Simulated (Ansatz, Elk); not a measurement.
**How far do independent atoms describe InSb2N?**

The structure of InSb2N used here is made up (a known structure type with other elements) and was relaxed beforehand with r2SCAN. The aim is the Fourier transform of its all-electron density, F(hkl), set beside the sum over free spherical atoms that refinements use.

Main program and level: Elk 11.2.3 (patched build); DFT, PBE, all-electron APW+lo, Dirac cores, scalar-relativistic bands, static density, no spin.

The structure was built from a prototype and need not be the compound's stable phase.

### 1. The starting structure

Symmetry: P6_3/mmc, No. 194, hexagonal system. Conventional cell: a = 3.288 Å, b = 3.288 Å, c = 17.951 Å, α = 90.00°, β = 90.00°, γ = 120.00°. Nearest to Sb lie 3 N at 2.46 Å. Nearest to In lie 6 In at 3.29 Å. N has 6 Sb at 2.46 Å nearest. Farther neighbours and most contacts between anions are not listed.

### 2. Ground state and structure factors

An all-electron density is needed, since X-rays see the cores too. Task 0 finds the density and task 195 Fourier-transforms it; tshift is off so that phases refer to the origin typed.

elk.in reads:

```
tasks
  0
  195

xctype
  20

spinpol
  .false.

rgkmax
  7.0

gmaxvr
  14.0

lmaxo
  7

lmaxapw
  8

swidth
  0.002

tshift
  .false.

ramdisk
  .false.

hmaxvr
  5.5

maxscl
  120

epspot
  1e-06

sppath
  './'

avec
  6.21304358349 0.00000000000 0.00000000000
  -3.10652179175 5.38065357812 -0.00000000000
  0.00000000000 -0.00000000000 33.92212153867

atoms
  3
  'Sb.in'
  4
  0.6666666667 0.3333333333 0.5870355968   0.000000 0.000000 0.000000
  0.3333333333 0.6666666667 0.4129644032   0.000000 0.000000 0.000000
  0.3333333333 0.6666666667 0.0870355968   0.000000 0.000000 0.000000
  0.6666666667 0.3333333333 0.9129644032   0.000000 0.000000 0.000000
  'In.in'
  2
  0.3333333333 0.6666666667 0.7500000000   0.000000 0.000000 0.000000
  0.6666666667 0.3333333333 0.2500000000   0.000000 0.000000 0.000000
  'N.in'
  2
  -0.0000000000 -0.0000000000 0.5000000000   0.000000 0.000000 0.000000
  -0.0000000000 -0.0000000000 -0.0000000000   0.000000 0.000000 0.000000

ngridk
  8 8 2
```

On the command line:

```console
> OMP_NUM_THREADS=4 elk
```

Numbers of over 12 decimals in the logs are rounded to 6 here.

Output:

```text
┌─────────────────────────┐
│ Elk code version 11.2.3 │
└─────────────────────────┘

All units are atomic (Hartree, Bohr, etc.)

┌─────────────────────────────────────────────────┐
│ Ground-state run starting from atomic densities │
└─────────────────────────────────────────────────┘

Lattice vectors :
   6.213043583       0.000000000       0.000000000
  -3.106521792       5.380653578      -0.000000000
   0.000000000      -0.000000000       33.92212154

Reciprocal lattice vectors :
   1.011289430      0.5838682249       0.000000000
  -0.000000000       1.167736450       0.000000000
  -0.000000000       0.000000000      0.1852238310

Unit cell volume      :    1134.024501
Brillouin zone volume :   0.2187344393

Muffin-tin inner radius fraction :   0.1000000000E-01

Nuclei treated as point charges

Species : 1 (Sb)
 parameters loaded from : Sb.in
 name : antimony
 nuclear charge    :   -51.00000000
 electronic charge :    51.00000000
 atomic mass :    221954.9021
 muffin-tin radius :    2.600000000
 number of radial points in muffin-tin :   1193
 inner part over the whole radius :   0.9886087340E-02
 number on inner part of muffin-tin    :    850
 approximate nuclear radius :   0.8886795689E-04
 number of mesh points to nuclear radius :    429
 atomic positions (lattice), magnetic fields (Cartesian) :
  1 :  -0.33333333  0.33333333 -0.41296440    0.00000000  0.00000000  0.00000000
  2 :   0.33333333 -0.33333333  0.41296440    0.00000000  0.00000000  0.00000000
  3 :   0.33333333 -0.33333333  0.08703560    0.00000000  0.00000000  0.00000000
  4 :  -0.33333333  0.33333333 -0.08703560    0.00000000  0.00000000  0.00000000

Species : 2 (In)
 parameters loaded from : In.in
 name : indium
 nuclear charge    :   -49.00000000
 electronic charge :    49.00000000
 atomic mass :    209300.4102
 muffin-tin radius :    2.600000000
 number of radial points in muffin-tin :   1193
 inner part over the whole radius :   0.9943151076E-02
 number on inner part of muffin-tin    :    850
 approximate nuclear radius :   0.8768807633E-04
 number of mesh points to nuclear radius :    427
 atomic positions (lattice), magnetic fields (Cartesian) :
  1 :   0.33333333 -0.33333333 -0.25000000    0.00000000  0.00000000  0.00000000
  2 :  -0.33333333  0.33333333  0.25000000    0.00000000  0.00000000  0.00000000

Species : 3 (N)
 parameters loaded from : N.in
 name : nitrogen
 nuclear charge    :   -7.000000000
 electronic charge :    7.000000000
 atomic mass :    25532.65216
 muffin-tin radius :    1.800000000
 number of radial points in muffin-tin :    593
 inner part over the whole radius :   0.9919300552E-02
 number on inner part of muffin-tin    :    407
 approximate nuclear radius :   0.4939692610E-04
 number of mesh points to nuclear radius :    170
 atomic positions (lattice), magnetic fields (Cartesian) :
  1 :   0.00000000  0.00000000  0.50000000    0.00000000  0.00000000  0.00000000
  2 :   0.00000000  0.00000000  0.00000000    0.00000000  0.00000000  0.00000000

Total number of atoms per unit cell :    8
Total muffin-tin volume :    490.5911088
 ratio of muffin-tin to unit cell volume :   0.4326106784

Spin treatment :
 spin-unpolarised

Number of Bravais lattice symmetries :   24
Number of crystal symmetries         :   24
Crystal has inversion symmetry
Real symmetric eigensolver will be used

k-point grid :      8     8     2
k-point offset :    0.000000000       0.000000000       0.000000000
k-point set is reduced with full crystal symmetry group
Total number of k-points :       20

Muffin-tin radius times maximum |G+k| :    7.000000000
 using average radius
Maximum |G+k| for APW functions       :    2.916666667
Maximum (1/2)|G+k|²                   :    4.253472222
Maximum |G| for potential and density :    14.00000000
Constant for pseudocharge density :    9
 order of it for each species :   16  16  16
 order of it for pair densities of each species (exact exchange by exxq0 0: 17) :   11  11   4
Radial integration step length :    1

[...]
electron entropic           :    -0.14908938810322E-02
 total energy                :     -37812.279607160

Density of states at Fermi energy :    120.1993385
 (states/Hartree/unit cell)

Estimated indirect band gap :   0.7209367512E-03
 from k-point 10 to k-point 10
Estimated direct band gap   :   0.7209367512E-03
 at k-point 10

Charges :
 core                        :    208.0000000
 valence                     :    108.0000000
 interstitial                :    12.97415872
 muffin-tins (core leakage)
  species : 1 (Sb)
[...]
species : 2 (In)
[...]
species : 3 (N)
[...]
total in muffin-tins        :    303.0258413
 total calculated charge     :    315.9937213
 total charge                :    316.0000000
 error                       :   0.6278734595E-02

RMS change in Kohn-Sham potential (target) :   0.9261244135     (  0.1000000000E-05)
Absolute change in total energy (target)   :   0.1485835844E-01 (  0.1000000000E-03)

[... loops 3 to 18 left out ...]

┌──────────────────┐
│ Loop number : 19 │
└──────────────────┘

Energies :
 Fermi                       :     0.275724
 sum of occupied eigenvalues :     -22833.870012469
 electron kinetic            :      39836.968048828
 core electron kinetic       :      38806.143388124
 Coulomb                     :     -76630.667198074
 Coulomb potential           :     -61344.183693227
 nuclear-nuclear             :     -3921.4947816305
 electron-nuclear            :     -84156.054759431
 Hartree                     :      11446.882342988
 Madelung                    :     -45958.575351460
 xc potential                :     -1326.6543680694
 exchange                    :     -999.85357395085
 correlation                 :     -16.851143833420
 electron entropic           :    -0.13435283712860E-02
 total energy                :     -37810.405210559

Density of states at Fermi energy :    102.8248272
 (states/Hartree/unit cell)

Estimated indirect band gap :   0.4482372790E-03
 from k-point 9 to k-point 6
Estimated direct band gap   :   0.8334091433E-03
 at k-point 10

Charges :
 core                        :    208.0000000
 valence                     :    108.0000000
 interstitial                :    13.30573883
 muffin-tins (core leakage)
  species : 1 (Sb)
[...]
species : 2 (In)
[...]
species : 3 (N)
[...]
total in muffin-tins        :    302.6942612
 total calculated charge     :    315.9941385
 total charge                :    316.0000000
 error                       :   0.5861546177E-02

RMS change in Kohn-Sham potential (target) :   0.4536028934E-07 (  0.1000000000E-05)
Absolute change in total energy (target)   :   0.6997380842E-04 (  0.1000000000E-03)

Convergence targets achieved

┌──────────────────┐
│ Loop number : 20 │
└──────────────────┘

Energies :
 Fermi                       :     0.275724
 sum of occupied eigenvalues :     -22833.870005206
 electron kinetic            :      39836.968053627
 core electron kinetic       :      38806.143391627
 Coulomb                     :     -76630.667196016
 Coulomb potential           :     -61344.183692764
 nuclear-nuclear             :     -3921.4947816305
 electron-nuclear            :     -84156.054755637
 Hartree                     :      11446.882341252
 Madelung                    :     -45958.575349634
 xc potential                :     -1326.6543660694
 exchange                    :     -999.85357394878
 correlation                 :     -16.851143828164
 electron entropic           :    -0.13435282362520E-02
 total energy                :     -37810.405203695

Density of states at Fermi energy :    102.8248138
 (states/Hartree/unit cell)

Estimated indirect band gap :   0.4482331645E-03
 from k-point 9 to k-point 6
Estimated direct band gap   :   0.8334084254E-03
 at k-point 10

Charges :
 core                        :    208.0000000
 valence                     :    108.0000000
 interstitial                :    13.30573869
 muffin-tins (core leakage)
  species : 1 (Sb)
[...]
species : 2 (In)
[...]
atom 2                    :    47.28679138     (  0.1277202011E-03)
  species : 3 (N)
   atom 1                    :    6.298492616     ( -0.8393715545E-07)
   atom 2                    :    6.298492616     ( -0.8393715545E-07)
 total in muffin-tins        :    302.6942613
 total calculated charge     :    315.9941385
 total charge                :    316.0000000
 error                       :   0.5861546260E-02

┌──────────────────────────────┐
│ Self-consistent loop stopped │
└──────────────────────────────┘

Warning : core states of species 1 leak from the muffin-tin :   0.7756241640E-03

Warning : core states of species 2 leak from the muffin-tin :   0.1277202011E-03

Wrote STATE.OUT
```

Elapsed: 77 s, on 4 threads of Intel Xeon 6975P-C (Granite Rapids), shared host; peak memory 0.34 GiB; 3.5 min of CPU time.

SFACRHO.OUT:

```text

h k l indices transformed by vhmat matrix:
   1.000000000       0.000000000       0.000000000    
   0.000000000       1.000000000       0.000000000    
   0.000000000       0.000000000       1.000000000    

      h      k      l  multipl.   |H|            Re(F)            Im(F)           |F|

      0      0      0      1   0.0000000       316.00000      0.42662620E-16   316.00000    
      0      0     -1      2  0.18522383     -0.62951006E-13 -0.84886955E-13  0.10568171E-12
      0      0      2      2  0.37044766       9.1567640     -0.19979423E-13   9.1567640    
      0      0     -3      2  0.55567149     -0.15737751E-12  0.20785401E-13  0.15874418E-12
      0      0     -4      2  0.74089532      -5.5360670     -0.73018916E-13   5.5360670    
      0      0      5      2  0.92611916     -0.20213174E-12 -0.43881666E-12  0.48313280E-12
      0      0      6      2   1.1113430      -242.66410      0.22400767E-12   242.66410    
     -1      1      0      6   1.1677364      -115.49358      0.79394377E-14   115.49358    
     -1      1      1      6   1.1823351      -5.3365003      0.10335110E-13   5.3365003    
      1     -1      1      6   1.1823351       5.3365003     -0.10368806E-12   5.3365003    
      0     -1     -2      6   1.2250877       12.127376     -0.18778549E-12   12.127376    
     -1      1      2      6   1.2250877       12.127376     -0.11113461E-12   12.127376    
     -1      1     -3      6   1.2932050       211.62513      0.20418864E-12   211.62513    
      1     -1     -3      6   1.2932050      -211.62513      0.35084151E-13   211.62513    
      0      0      7      2   1.2965668      0.62311659E-12 -0.39261571E-12  0.73649263E-12
      0      1      4      6   1.3829441       17.048243      0.19046108E-12   17.048243    
      1     -1     -4      6   1.3829441       17.048243      0.28560552E-12   17.048243    
      0      0     -8      2   1.4817906       32.999223     -0.65508216E-13   32.999223
```

Elk indexes on the primitive cell of elk.in and gives |H| = 4π sin θ/λ in inverse bohr. Below, one row stands for each form hkl of the conventional cell (m members, Friedel mates merged), F is for one primitive cell and the density is static (no thermal factor). Free-atom factors are Waasmaier and Kirfel's, and R is Σm||F|−|F'||/Σm|F|.

```csv
hkl,m,sin θ/λ (Å⁻¹),"abs F, DFT",neutral atoms,diff.
001,2,0.028,0.000,0.000,+0.000
002,2,0.056,9.157,9.171,-0.014
003,2,0.084,0.000,0.000,+0.000
004,2,0.111,5.536,5.858,-0.322
005,2,0.139,0.000,0.000,+0.000
006,2,0.167,242.664,243.181,-0.517
100,6,0.176,115.494,116.049,-0.555
101,12,0.178,5.337,5.280,+0.057
102,12,0.184,12.127,11.710,+0.417
103,12,0.195,211.625,211.898,-0.273
007,2,0.195,0.000,0.000,+0.000
104,12,0.208,17.048,16.515,+0.534
008,2,0.223,32.999,32.568,+0.432
105,12,0.224,11.876,11.971,-0.095
106,12,0.242,121.468,121.328,+0.140
009,2,0.251,0.000,0.000,+0.000
107,12,0.262,19.806,19.669,+0.137
0 0 10,2,0.279,37.205,36.893,+0.312
108,12,0.284,4.035,4.080,-0.045
110,6,0.304,214.920,215.047,-0.127
111,12,0.305,0.000,0.000,+0.000
109,12,0.306,177.547,177.570,-0.023
```

### 3. The highest occupied states alone

An energy window below the Fermi level keeps the highest occupied states, to see at which angles they scatter; shallow core shells can lie inside it and anion s states outside. No new self-consistency is needed.

elk.in, as its differences from that of step 2:

```diff
@@ -1,3 +1,2 @@
 tasks
-  0
   195
@@ -40,2 +39,5 @@
 
+wsfac
+  -0.165270 0.575720
+
 sppath
```

On the command line:

```console
> OMP_NUM_THREADS=4 elk
```

Output:

```text
┌─────────────────────────────────┐
│ Elk code version 11.2.3 started │
└─────────────────────────────────┘

Info(readinput): the functional depends on the density's gradient
 muffin-tin radial points multiplied by    2.00000
 (not where nrmtscf is given)

┌────────────────────┐
│ Current task : 195 │
└────────────────────┘

Info(sfacrho): density structure factors written to SFACRHO.OUT

 Energy window :  -0.1652700000      0.5757200000

┌──────────────────┐
│ Elk code stopped │
└──────────────────┘
```

Elapsed: 24 s, on 4 threads; peak memory 0.22 GiB; 28 s of CPU time.

States within 12 eV below the Fermi level hold 31.98 electrons; any levels below the window count with the cores. Their amplitudes can exceed the total, where window and core parts have opposite phase:

```csv
hkl,sin θ/λ (Å⁻¹),"abs F, window","abs F, all"
001,0.028,0.000,0.000
002,0.056,8.735,9.157
003,0.084,0.000,0.000
004,0.111,2.622,5.536
005,0.139,0.000,0.000
006,0.167,0.550,242.664
100,0.176,2.827,115.494
101,0.178,0.753,5.337
102,0.184,4.045,12.127
103,0.195,1.524,211.625
```

### 4. Another functional

The difference from free atoms is small, so it is set against the change that LDA (Perdew-Wang) makes.

elk.in, as its differences from that of step 3:

```diff
@@ -1,2 +1,3 @@
 tasks
+  0
   195
@@ -4,3 +5,3 @@
 xctype
-  20
+  3
 
@@ -39,5 +40,2 @@
 
-wsfac
-  -0.165270 0.575720
-
 sppath
```

On the command line:

```console
> OMP_NUM_THREADS=4 elk
```

Output:

```text
┌─────────────────────────┐
│ Elk code version 11.2.3 │
└─────────────────────────┘

All units are atomic (Hartree, Bohr, etc.)

┌─────────────────────────────────────────────────┐
│ Ground-state run starting from atomic densities │
└─────────────────────────────────────────────────┘

Lattice vectors :
   6.213043583       0.000000000       0.000000000
  -3.106521792       5.380653578      -0.000000000
   0.000000000      -0.000000000       33.92212154

Reciprocal lattice vectors :
   1.011289430      0.5838682249       0.000000000
[...]
species : 3 (N)
   atom 1                    :    6.272894712     ( -0.4232644663E-05)
   atom 2                    :    6.272894712     ( -0.4232644663E-05)
 total in muffin-tins        :    302.8075093
 total calculated charge     :    315.9941132
 total charge                :    316.0000000
 error                       :   0.5886816787E-02

┌──────────────────────────────┐
│ Self-consistent loop stopped │
└──────────────────────────────┘

Warning : core states of species 1 leak from the muffin-tin :   0.7907756131E-03

Warning : core states of species 2 leak from the muffin-tin :   0.1259172069E-03

Wrote STATE.OUT
[key lines of the parts left out:]
total energy                :     -37777.497824200
```

The job ended after 48 s (4 threads; peak memory 0.25 GiB).

Against the first run R = 0.03 %; the largest change is -0.112 at 110.

### 5. A coarser k-mesh

About half the k-points along each axis test the sampling.

elk.in, as its differences from that of step 4:

```diff
@@ -5,3 +5,3 @@
 xctype
-  3
+  20
 
@@ -66,2 +66,2 @@
 ngridk
-  8 8 2
+  4 4 1
```

On the command line:

```console
> OMP_NUM_THREADS=4 elk
```

Output:

```text
┌─────────────────────────┐
│ Elk code version 11.2.3 │
└─────────────────────────┘

All units are atomic (Hartree, Bohr, etc.)

┌─────────────────────────────────────────────────┐
│ Ground-state run starting from atomic densities │
└─────────────────────────────────────────────────┘

Lattice vectors :
   6.213043583       0.000000000       0.000000000
  -3.106521792       5.380653578      -0.000000000
   0.000000000      -0.000000000       33.92212154

Reciprocal lattice vectors :
   1.011289430      0.5838682249       0.000000000
[...]
species : 3 (N)
   atom 1                    :    6.293647115     ( -0.8415149466E-07)
   atom 2                    :    6.293647115     ( -0.8415149466E-07)
 total in muffin-tins        :    302.6810163
 total calculated charge     :    315.9941124
 total charge                :    316.0000000
 error                       :   0.5887563068E-02

┌──────────────────────────────┐
│ Self-consistent loop stopped │
└──────────────────────────────┘

Warning : core states of species 1 leak from the muffin-tin :   0.7760466296E-03

Warning : core states of species 2 leak from the muffin-tin :   0.1275627827E-03

Wrote STATE.OUT
[key lines of the parts left out:]
total energy                :     -37810.385132853
```

The job ended after 46 s (4 threads; peak memory 0.33 GiB; 77 s of CPU time).

Against the first run R = 0.01 %; the largest change is +0.122 at 008.

### 6. Settings against the effect

```csv
run,R against the first run (%),"R against neutral atoms, low angle (%)",wall time
"PBE, rgkmax 7",0.00,0.43,77 s
LDA (Perdew-Wang),0.03,0.40,48 s
k-mesh 4×4×1,0.01,0.43,46 s
```

### 7. Outcome

- R against neutral atoms, sin θ/λ < 0.3 Å⁻¹: 0.43 %
- R against neutral atoms, 0.3 to 0.68 Å⁻¹: 0.10 %

**Reading.** Independent neutral atoms miss the calculated amplitudes by R = 0.43 % below 0.3 Å⁻¹ and 0.10 % from there to 0.68 Å⁻¹; by shells, 2.29 % below 0.15 Å⁻¹ (2 forms), 0.43 % 0.15 to 0.3 (12 forms), 0.10 % 0.3 to 0.45 (26 forms), 0.10 % above 0.45 (72 forms). Bonding, aspherical density and the tables' own atoms all enter these figures, and the runs don't part them. The largest change of an amplitude is -0.56 electrons, at 100. The window's part falls from 32.0 electrons at the origin to at most 0.77 between 0.45 and 0.68 Å⁻¹. Below 0.3 Å⁻¹ the changes that finished (LDA (Perdew-Wang) and k-mesh 4×4×1) move F by R = 0.05 % at most, against the 0.43 % that separates it from free atoms. The basis has no finished test. Part of the difference isn't bonding: the tables are fits to free atoms and ions calculated by other methods than this functional. Thermal motion, anomalous dispersion and extinction are left out.

[Logs are printed without paths, hosts, clocks, repeated set-up lines and the standing remarks that a program may print on its own settings, such as how far it seeks lower states.]

[Hosts, paths, dates, database ids (printed as entryN), source tags and the programs' standing remarks are cut or masked in the printed files.]
